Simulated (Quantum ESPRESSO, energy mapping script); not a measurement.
## MnS: J from the energies of magnetic orders

Aim: the exchange couplings of MnS from the energies of a few collinear orders, and the ordering temperature that they give.

Method: PBE with U = 4 eV on Mn d, ortho-atomic projectors; plane waves, U on orthogonalised atomic orbitals unless named otherwise, collinear spin, no spin–orbit coupling, in Quantum ESPRESSO 7.5.

**Measured values to reproduce.**

“Single-Crystal and Powder Neutron Diffraction Study of FeXMn1-XS Solid Solutions” (2011, arxiv:1108.4537) reports for MnS, rock salt, by neutron diffraction (x = 0): ordering temperature (Neel temperature) 150 K.

Most raw output is cut from this account.

The database entry behind the starting cell differs from later determinations by our own check (an axis about 0.2 % short against later determinations), so it need not match the best structure at ambient conditions.

**1. Starting point**

It takes space group Fm-3m (No. 225, cubic). The conventional cell has a = 5.209 Å, b = 5.209 Å, c = 5.209 Å, α = 90.00°, β = 90.00°, γ = 90.00°. Mn has 6 S at 2.60 Å nearest. S has 6 Mn at 2.60 Å nearest. Farther neighbours and most contacts between anions are not listed.

A Hubbard U penalises fractional filling of the shell. It raises the cost of virtual hops to the neighbours, so couplings that rest on such hops usually weaken. These runs use Quantum ESPRESSO.

**2. Run 1 (parallel; cell A, 4 atoms)**

Each cell gets its own parallel run on the same mesh, so that most of the mesh error cancels in the differences.

The potential files are GBRV's for PBE; pw.x takes the functional from them.

File pw.in:

```
&control
  calculation = 'scf'
  prefix = 'pw'
  outdir = './tmp/'
  pseudo_dir = './pseudo/'
  verbosity = 'low'
/
&system
  ibrav = 0
  nat = 4
  ntyp = 2
  ecutwfc = 45
  ecutrho = 360
  nbnd = 38
  occupations = 'smearing'
  smearing = 'fd'
  degauss = 0.00367493
  nspin = 2
  starting_magnetization(1) = 0.3000
/
&electrons
  conv_thr = 1.0e-08
  electron_maxstep = 120
  mixing_beta = 0.3
  mixing_mode = 'plain'
/
ATOMIC_SPECIES
  Mn 54.9380 Mn.upf
  S 32.0600 S.upf
CELL_PARAMETERS angstrom
  0.00000000 -2.60450000 -2.60450000
  -2.60450000 0.00000000 -2.60450000
  2.60450000 2.60450000 -5.20900000
ATOMIC_POSITIONS crystal
  Mn 0.50000000 0.50000000 0.50000000
  Mn 0.00000000 0.00000000 0.00000000
  S 0.75000000 0.75000000 0.75000000
  S 0.25000000 0.25000000 0.25000000
K_POINTS automatic
  7 7 7 0 0 0
HUBBARD {ortho-atomic}
U Mn-3d 4
```

Launch:

```
$ OMP_NUM_THREADS=1 mpirun -n 8 pw.x -nk 8 -in pw.in > pw.out
```

Run time: 20 s. Hardware: 8 MPI ranks of Arm Neoverse V2, shared host; peak memory 1.1 GiB; 2.6 min of CPU time.

Spin moment in the sphere by atom:

| atom | spin moment in the sphere (μB) |
| --- | --- |
| Mn1 | 4.51 |
| Mn2 | 4.51 |
| S3 | 0.11 |
| S4 | 0.11 |

The run ends ferromagnetic.

**3. Order 2: compensated +−, cell A of 4 atoms**

This order reverses 6 of the 12 neighbours at 3.68 Å, 6 of the 6 neighbours at 5.21 Å and 12 of the 24 neighbours at 6.38 Å, counted for an average magnetic atom.

pw.in, as its differences from that of step 2:

```diff
@@ -10,6 +10,6 @@
   nat = 4
-  ntyp = 2
+  ntyp = 3
   ecutwfc = 45
   ecutrho = 360
-  nbnd = 38
+  nbnd = 33
   occupations = 'smearing'
@@ -19,2 +19,3 @@
   starting_magnetization(1) = 0.3000
+  starting_magnetization(2) = -0.3000
 /
@@ -27,3 +28,4 @@
 ATOMIC_SPECIES
-  Mn 54.9380 Mn.upf
+  Mn1 54.9380 Mn.upf
+  Mn2 54.9380 Mn.upf
   S 32.0600 S.upf
@@ -34,4 +36,4 @@
 ATOMIC_POSITIONS crystal
-  Mn 0.50000000 0.50000000 0.50000000
-  Mn 0.00000000 0.00000000 0.00000000
+  Mn1 0.50000000 0.50000000 0.50000000
+  Mn2 0.00000000 0.00000000 0.00000000
   S 0.75000000 0.75000000 0.75000000
@@ -41,2 +43,3 @@
 HUBBARD {ortho-atomic}
-U Mn-3d 4
+U Mn1-3d 4
+U Mn2-3d 4
```

It took 20 s on 8 MPI ranks; peak memory 1.1 GiB; 2.6 min of CPU time.

Spin moment in the sphere by atom:

```
atom  spin moment in the sphere (μB)
 Mn1                            4.43
 Mn2                           -4.43
  S3                            0.00
  S4                            0.00
```

The run ends antiferromagnetic, 56.85 meV a magnetic atom below the parallel order of its cell.

**4. Run 3 (parallel; cell B, 4 atoms)**

The parallel order again, as the reference for this cell.

This run holds the same structure in another cell (c 6.380 → 5.209 Å, α 73.2 → 90.0°, β 73.2 → 90.0°, γ 60.0 → 90.0°).

File pw.in:

```
&control
  calculation = 'scf'
  prefix = 'pw'
  outdir = './tmp/'
  pseudo_dir = './pseudo/'
  verbosity = 'low'
/
&system
  ibrav = 0
  nat = 4
  ntyp = 2
  ecutwfc = 45
  ecutrho = 360
  nbnd = 38
  occupations = 'smearing'
  smearing = 'fd'
  degauss = 0.00367493
  nspin = 2
  starting_magnetization(1) = 0.3000
/
&electrons
  conv_thr = 1.0e-08
  electron_maxstep = 120
  mixing_beta = 0.3
  mixing_mode = 'plain'
/
ATOMIC_SPECIES
  Mn 54.9380 Mn.upf
  S 32.0600 S.upf
CELL_PARAMETERS angstrom
  0.00000000 -2.60450000 -2.60450000
  0.00000000 2.60450000 -2.60450000
  5.20900000 0.00000000 0.00000000
ATOMIC_POSITIONS crystal
  Mn 0.50000000 0.50000000 0.50000000
  Mn 0.00000000 0.00000000 0.00000000
  S 0.50000000 0.50000000 0.00000000
  S 0.00000000 0.00000000 0.50000000
K_POINTS automatic
  6 6 4 0 0 0
HUBBARD {ortho-atomic}
U Mn-3d 4
```

Wall time 14 s (8 MPI ranks); peak memory 0.93 GiB; 1.8 min of CPU time.

The run ends ferromagnetic. For each magnetic atom its energy differs from the parallel run of the first cell by 0.86 meV, an error that one common reference would have brought in.

**5. Run 4 (compensated +−; cell B, 4 atoms)**

This order reverses 8 of the 12 neighbours at 3.68 Å, 0 of the 6 neighbours at 5.21 Å and 16 of the 24 neighbours at 6.38 Å, counted for an average magnetic atom.

pw.in, as its differences from that of step 4:

```diff
@@ -10,6 +10,6 @@
   nat = 4
-  ntyp = 2
+  ntyp = 3
   ecutwfc = 45
   ecutrho = 360
-  nbnd = 38
+  nbnd = 33
   occupations = 'smearing'
@@ -19,2 +19,3 @@
   starting_magnetization(1) = 0.3000
+  starting_magnetization(2) = -0.3000
 /
@@ -27,3 +28,4 @@
 ATOMIC_SPECIES
-  Mn 54.9380 Mn.upf
+  Mn1 54.9380 Mn.upf
+  Mn2 54.9380 Mn.upf
   S 32.0600 S.upf
@@ -34,4 +36,4 @@
 ATOMIC_POSITIONS crystal
-  Mn 0.50000000 0.50000000 0.50000000
-  Mn 0.00000000 0.00000000 0.00000000
+  Mn1 0.50000000 0.50000000 0.50000000
+  Mn2 0.00000000 0.00000000 0.00000000
   S 0.50000000 0.50000000 0.00000000
@@ -41,2 +43,3 @@
 HUBBARD {ortho-atomic}
-U Mn-3d 4
+U Mn1-3d 4
+U Mn2-3d 4
```

Wall time 14 s (8 MPI ranks); peak memory 0.94 GiB; 1.9 min of CPU time.

The run ends antiferromagnetic, 21.44 meV a magnetic atom below the parallel order of its cell.

**6. Run 5 (parallel; cell C, 6 atoms)**

File pw.in:

```
&control
  calculation = 'scf'
  prefix = 'pw'
  outdir = './tmp/'
  pseudo_dir = './pseudo/'
  verbosity = 'low'
/
&system
  ibrav = 0
  nat = 6
  ntyp = 2
  ecutwfc = 45
  ecutrho = 360
  nbnd = 54
  occupations = 'smearing'
  smearing = 'fd'
  degauss = 0.00367493
  nspin = 2
  starting_magnetization(1) = 0.3000
/
&electrons
  conv_thr = 1.5e-08
  electron_maxstep = 120
  mixing_beta = 0.3
  mixing_mode = 'plain'
/
ATOMIC_SPECIES
  Mn 54.9380 Mn.upf
  S 32.0600 S.upf
CELL_PARAMETERS angstrom
  0.00000000 2.60450000 2.60450000
  -2.60450000 0.00000000 -2.60450000
  -5.20900000 -5.20900000 5.20900000
ATOMIC_POSITIONS crystal
  Mn 0.00000000 0.00000000 0.00000000
  Mn 0.33333333 0.66666667 0.66666667
  Mn 0.66666667 0.33333333 0.33333333
  S 0.66666667 0.33333333 0.83333333
  S 0.00000000 0.00000000 0.50000000
  S 0.33333333 0.66666667 0.16666667
K_POINTS automatic
  7 7 3 0 0 0
HUBBARD {ortho-atomic}
U Mn-3d 4
```

Run time: 23 s. Hardware: 8 MPI ranks; peak memory 1.3 GiB; 3.1 min of CPU time.

The run ends ferromagnetic. For each magnetic atom its energy differs from the parallel run of the first cell by 0.01 meV, an error that one common reference would have brought in.

**7. Order 6: uncompensated ++−, cell C of 6 atoms**

This order reverses 4 of the 12 neighbours at 3.68 Å, 4 of the 6 neighbours at 5.21 Å and 12 of the 24 neighbours at 6.38 Å, counted for an average magnetic atom.

pw.in, as its differences from that of step 6:

```diff
@@ -10,6 +10,6 @@
   nat = 6
-  ntyp = 2
+  ntyp = 3
   ecutwfc = 45
   ecutrho = 360
-  nbnd = 54
+  nbnd = 49
   occupations = 'smearing'
@@ -19,2 +19,3 @@
   starting_magnetization(1) = 0.3000
+  starting_magnetization(2) = -0.3000
 /
@@ -27,3 +28,4 @@
 ATOMIC_SPECIES
-  Mn 54.9380 Mn.upf
+  Mn1 54.9380 Mn.upf
+  Mn2 54.9380 Mn.upf
   S 32.0600 S.upf
@@ -34,5 +36,5 @@
 ATOMIC_POSITIONS crystal
-  Mn 0.00000000 0.00000000 0.00000000
-  Mn 0.33333333 0.66666667 0.66666667
-  Mn 0.66666667 0.33333333 0.33333333
+  Mn1 0.00000000 0.00000000 0.00000000
+  Mn1 0.33333333 0.66666667 0.66666667
+  Mn2 0.66666667 0.33333333 0.33333333
   S 0.66666667 0.33333333 0.83333333
@@ -43,2 +45,3 @@
 HUBBARD {ortho-atomic}
-U Mn-3d 4
+U Mn1-3d 4
+U Mn2-3d 4
```

Run time: 24 s. Hardware: 8 MPI ranks; peak memory 1.3 GiB; 3.2 min of CPU time.

The run ends ferrimagnetic, 44.20 meV a magnetic atom below the parallel order of its cell.

**8. Run 7 (parallel; cell D, 6 atoms)**

This run holds the same structure in another cell (b 3.683 → 5.209 Å, c 9.022 → 6.380 Å, α 90.0 → 114.1°, β 90.0 → 106.8°, γ 120.0 → 90.0°).

File pw.in:

```
&control
  calculation = 'scf'
  prefix = 'pw'
  outdir = './tmp/'
  pseudo_dir = './pseudo/'
  verbosity = 'low'
/
&system
  ibrav = 0
  nat = 6
  ntyp = 2
  ecutwfc = 45
  ecutrho = 360
  nbnd = 54
  occupations = 'smearing'
  smearing = 'fd'
  degauss = 0.00367493
  nspin = 2
  starting_magnetization(1) = 0.3000
/
&electrons
  conv_thr = 1.5e-08
  electron_maxstep = 120
  mixing_beta = 0.3
  mixing_mode = 'plain'
/
ATOMIC_SPECIES
  Mn 54.9380 Mn.upf
  S 32.0600 S.upf
CELL_PARAMETERS angstrom
  0.00000000 -2.60450000 -2.60450000
  -5.20900000 0.00000000 0.00000000
  2.60450000 5.20900000 -2.60450000
ATOMIC_POSITIONS crystal
  Mn 0.66666667 0.66666667 0.33333333
  Mn 0.33333333 0.33333333 0.66666667
  Mn 0.00000000 0.00000000 0.00000000
  S 0.66666667 0.16666667 0.33333333
  S 0.33333333 0.83333333 0.66666667
  S 0.00000000 0.50000000 0.00000000
K_POINTS automatic
  6 6 6 0 0 0
HUBBARD {ortho-atomic}
U Mn-3d 4
```

Elapsed: 50 s, on 8 MPI ranks; peak memory 1.5 GiB.

The run ends ferromagnetic. For each magnetic atom its energy differs from the parallel run of the first cell by 0.01 meV, an error that one common reference would have brought in.

**9. Run 8 (uncompensated ++−; cell D, 6 atoms)**

This order reverses 6.67 of the 12 neighbours at 3.68 Å, 2.67 of the 6 neighbours at 5.21 Å and 8 of the 24 neighbours at 6.38 Å, counted for an average magnetic atom.

pw.in, as its differences from that of step 8:

```diff
@@ -10,6 +10,6 @@
   nat = 6
-  ntyp = 2
+  ntyp = 3
   ecutwfc = 45
   ecutrho = 360
-  nbnd = 54
+  nbnd = 49
   occupations = 'smearing'
@@ -19,2 +19,3 @@
   starting_magnetization(1) = 0.3000
+  starting_magnetization(2) = -0.3000
 /
@@ -27,3 +28,4 @@
 ATOMIC_SPECIES
-  Mn 54.9380 Mn.upf
+  Mn1 54.9380 Mn.upf
+  Mn2 54.9380 Mn.upf
   S 32.0600 S.upf
@@ -34,5 +36,5 @@
 ATOMIC_POSITIONS crystal
-  Mn 0.66666667 0.66666667 0.33333333
-  Mn 0.33333333 0.33333333 0.66666667
-  Mn 0.00000000 0.00000000 0.00000000
+  Mn1 0.66666667 0.66666667 0.33333333
+  Mn1 0.33333333 0.33333333 0.66666667
+  Mn2 0.00000000 0.00000000 0.00000000
   S 0.66666667 0.16666667 0.33333333
@@ -43,2 +45,3 @@
 HUBBARD {ortho-atomic}
-U Mn-3d 4
+U Mn1-3d 4
+U Mn2-3d 4
```

Run time: 54 s. Hardware: 8 MPI ranks; peak memory 1.5 GiB.

The run ends ferrimagnetic, 39.76 meV a magnetic atom below the parallel order of its cell.

**10. Run 9 (parallel; cell E, 6 atoms)**

This run holds the same structure in another cell (b 5.209 → 3.683 Å, c 6.380 → 8.236 Å, α 114.1 → 102.9°, β 106.8 → 102.9°).

File pw.in:

```
&control
  calculation = 'scf'
  prefix = 'pw'
  outdir = './tmp/'
  pseudo_dir = './pseudo/'
  verbosity = 'low'
/
&system
  ibrav = 0
  nat = 6
  ntyp = 2
  ecutwfc = 45
  ecutrho = 360
  nbnd = 54
  occupations = 'smearing'
  smearing = 'fd'
  degauss = 0.00367493
  nspin = 2
  starting_magnetization(1) = 0.3000
/
&electrons
  conv_thr = 1.5e-08
  electron_maxstep = 120
  mixing_beta = 0.3
  mixing_mode = 'plain'
/
ATOMIC_SPECIES
  Mn 54.9380 Mn.upf
  S 32.0600 S.upf
CELL_PARAMETERS angstrom
  0.00000000 2.60450000 2.60450000
  0.00000000 2.60450000 -2.60450000
  -7.81350000 -2.60450000 0.00000000
ATOMIC_POSITIONS crystal
  Mn 0.00000000 0.00000000 0.00000000
  Mn 0.33333333 0.33333333 0.66666667
  Mn 0.66666667 0.66666667 0.33333333
  S 0.83333333 0.83333333 0.66666667
  S 0.16666667 0.16666667 0.33333333
  S 0.50000000 0.50000000 0.00000000
K_POINTS automatic
  6 6 6 0 0 0
HUBBARD {ortho-atomic}
U Mn-3d 4
```

Elapsed: 31 s, on 8 MPI ranks; peak memory 1.3 GiB.

The run ends ferromagnetic. For each magnetic atom its energy differs from the parallel run of the first cell by 0.69 meV, an error that one common reference would have brought in.

**11. Order 10: uncompensated ++−, cell E of 6 atoms**

This order reverses 5.33 of the 12 neighbours at 3.68 Å, 1.33 of the 6 neighbours at 5.21 Å and 16 of the 24 neighbours at 6.38 Å, counted for an average magnetic atom.

pw.in, as its differences from that of step 10:

```diff
@@ -10,6 +10,6 @@
   nat = 6
-  ntyp = 2
+  ntyp = 3
   ecutwfc = 45
   ecutrho = 360
-  nbnd = 54
+  nbnd = 49
   occupations = 'smearing'
@@ -19,2 +19,3 @@
   starting_magnetization(1) = 0.3000
+  starting_magnetization(2) = -0.3000
 /
@@ -27,3 +28,4 @@
 ATOMIC_SPECIES
-  Mn 54.9380 Mn.upf
+  Mn1 54.9380 Mn.upf
+  Mn2 54.9380 Mn.upf
   S 32.0600 S.upf
@@ -34,5 +36,5 @@
 ATOMIC_POSITIONS crystal
-  Mn 0.00000000 0.00000000 0.00000000
-  Mn 0.33333333 0.33333333 0.66666667
-  Mn 0.66666667 0.66666667 0.33333333
+  Mn1 0.00000000 0.00000000 0.00000000
+  Mn1 0.33333333 0.33333333 0.66666667
+  Mn2 0.66666667 0.66666667 0.33333333
   S 0.83333333 0.83333333 0.66666667
@@ -43,2 +45,3 @@
 HUBBARD {ortho-atomic}
-U Mn-3d 4
+U Mn1-3d 4
+U Mn2-3d 4
```

Wall time 36 s (8 MPI ranks); peak memory 1.3 GiB; 4.8 min of CPU time.

The run ends ferrimagnetic, 28.05 meV a magnetic atom below the parallel order of its cell.

**12. Mapping onto a Heisenberg model**

Each energy difference is a sum of couplings weighted by the pairs that the order reverses. A few near shells are fitted to the differences by least squares. Energies are those extrapolated to zero occupation width, not the free energies F.

The orders that converged (zero: parallel moments in the same cell):

| order | atoms | energy (meV a magnetic atom) | moments (μB) | moments kept as typed | opposed neighbours at 3.68, 5.21, 6.38 Å |
| --- | --- | --- | --- | --- | --- |
| parallel in cell A | 4 | 0.00 | 4.51 | yes | 0, 0, 0 |
| compensated +− in cell A | 4 | -56.85 | 4.43 | yes | 6, 6, 12 |
| parallel in cell B | 4 | 0.00 | 4.51 | yes | 0, 0, 0 |
| compensated +− in cell B | 4 | -21.44 | 4.48 | yes | 8, 0, 16 |
| parallel in cell C | 6 | 0.00 | 4.51 | yes | 0, 0, 0 |
| uncompensated ++− in cell C | 6 | -44.20 | 4.42 to 4.46 | yes | 4, 4, 12 |
| parallel in cell D | 6 | 0.00 | 4.51 | yes | 0, 0, 0 |
| uncompensated ++− in cell D | 6 | -39.76 | 4.43 to 4.47 | yes | 6.67, 2.67, 8 |
| parallel in cell E | 6 | 0.00 | 4.51 | yes | 0, 0, 0 |
| uncompensated ++− in cell E | 6 | -28.05 | 4.46 to 4.48 | yes | 5.33, 1.33, 16 |

The Heisenberg fit (each pair counts twice, positive J is ferromagnetic):

| pair | distance (Å) | neighbours | J (meV) |
| --- | --- | --- | --- |
| Mn–Mn | 3.68 | 12 | -1.01 |
| Mn–Mn | 5.21 | 6 | -3.49 |
| Mn–Mn | 6.38 | 24 | -0.151 |
| Mn–Mn | 7.37 | 12 | -0.400 |

Adding the shell at 8.24 Å gives -0.86, -3.4, -0.13, -0.43 and -0.12 meV and a mean-field temperature of 118 K, an exact solve that tests nothing.

In mean field these couplings order at 125 K, at q = (0.50, 0.50, 0.50) in fractions of the conventional cell's reciprocal vectors, and give a Curie–Weiss temperature of -320 K.

**13. Monte Carlo**

Mean field ignores fluctuations and overstates the ordering temperature, so the model is also sampled. The heat capacity peaks where order sets in.

Classical unit spins with these couplings on 8×8×4 copies of a cell that holds the lowest order (512 spins), heat-bath sweeps, cooled from random directions, 831 sweeps to settle and 2493 measured at each temperature, averaged over 8 runs.

| T (K) | order along the lowest pattern | net moment | heat capacity (k_B a spin) |
| --- | --- | --- | --- |
| 15.0 | 0.43 | 0.01 | 1.04 |
| 25.6 | 0.46 | 0.01 | 1.08 |
| 41.6 | 0.39 | 0.01 | 1.19 |
| 52.2 | 0.33 | 0.01 | 1.30 |
| 62.9 | 0.32 | 0.01 | 1.54 |
| 73.5 | 0.25 | 0.02 | 1.85 |
| 78.9 | 0.22 | 0.02 | 1.85 |
| 89.5 | 0.15 | 0.02 | 1.19 |
| 100 | 0.12 | 0.02 | 0.67 |
| 111 | 0.10 | 0.02 | 0.50 |
| 127 | 0.08 | 0.02 | 0.35 |
| 137 | 0.08 | 0.02 | 0.28 |

The smoothed heat capacity peaks at 74 K. The order column follows one pattern alone; equivalent domains or another pattern share the rest.

**14. Summary of results**

```yaml
lowest_order_tried: compensated +− in cell A
largest_fitted_value_mn_mn_at_5p21_a: -3.49 meV
ordering_temperature_mean_field: 125 K
heat_capacity_peak_monte_carlo: 74 K
```

**Reading.** Of the orders tried, MnS prefers the order “compensated +− in cell A” under PBE+U (4 eV), QE, GBRV, with 6 of 12 neighbours at 3.68 Å, 6 of 6 neighbours at 5.21 Å and 12 of 24 neighbours at 6.38 Å opposed, and the heat capacity of the fitted model peaks near 74 K (Monte Carlo, classical spins). The largest fitted coupling is the Mn–Mn pair at 5.21 Å, antiferromagnetic at -3.5 meV, across a ligand at about 180°. The straight metal–ligand–metal path outweighs the right-angled one, the pattern expected of superexchange through one ligand p orbital, which these runs do not test. The orders also reverse pairs at 8.24 Å, which are not fitted, so the fitted values hold their part too. With 5 differences for 4 couplings the fit misses by 1.4 meV at most, a small part of the spread. In the fitted orders moments change by up to 2.0 % against the parallel run of the same cell, so their size stays put. Monte Carlo puts the peak at 0.59 of the mean-field temperature, since mean field leaves out fluctuations. In tests on simple cubic and body-centred models such peaks lay 5 to 6 % under the bulk value. On cooling, the order along the one computed pattern stays at or under 0.46: the model settles in an equivalent domain, a degenerate mixture or another order. The Curie–Weiss temperature is 4.3 times the peak temperature in size, a mark of frustration. The parallel order holds 5 μB a magnetic atom, spin 2.5; the common factor (S+1)/S would raise the classical 74 K to 104 K, a correction that often overshoots. The classical value and the one scaled by (S+1)/S differ by a factor of 1.4, so closeness of either to the measured temperature is partly a matter of convention.

Comparison with the measured values:

| quantity | measured | PBE+U (4 eV), QE, GBRV, Monte Carlo | PBE+U (4 eV), QE, GBRV, Monte Carlo × (S+1)/S |
| --- | --- | --- | --- |
| ordering temperature (spin model) (K) | 150 | 74 (-50.7 %) | 104 (-30.9 %) |

Measured values from arxiv:1108.4537 (2011).

**Verdict.** For the ordering temperature, of the levels listed nearest comes PBE+U (4 eV), QE, GBRV, Monte Carlo × (S+1)/S (-30.9 %, a clear miss) and farthest PBE+U (4 eV), QE, GBRV, Monte Carlo (-50.7 %, a clear miss). A U picked for its result is no test. No cell relaxation is part of this session.

[Logs and program files are shortened in this print: banners, set-up blocks, solver, clock and traceback lines can be left out without a mark of their own.]

[Logs are printed without paths, hosts, clocks, repeated set-up lines and the standing remarks that a program may print on its own settings, such as how far it seeks lower states.]

[Hosts, paths, dates, database ids (printed as entryN), source tags and the programs' standing remarks are cut or masked in the printed files.]

[Where a cell is said to come from a database of computed structures, the database is the Materials Project.]
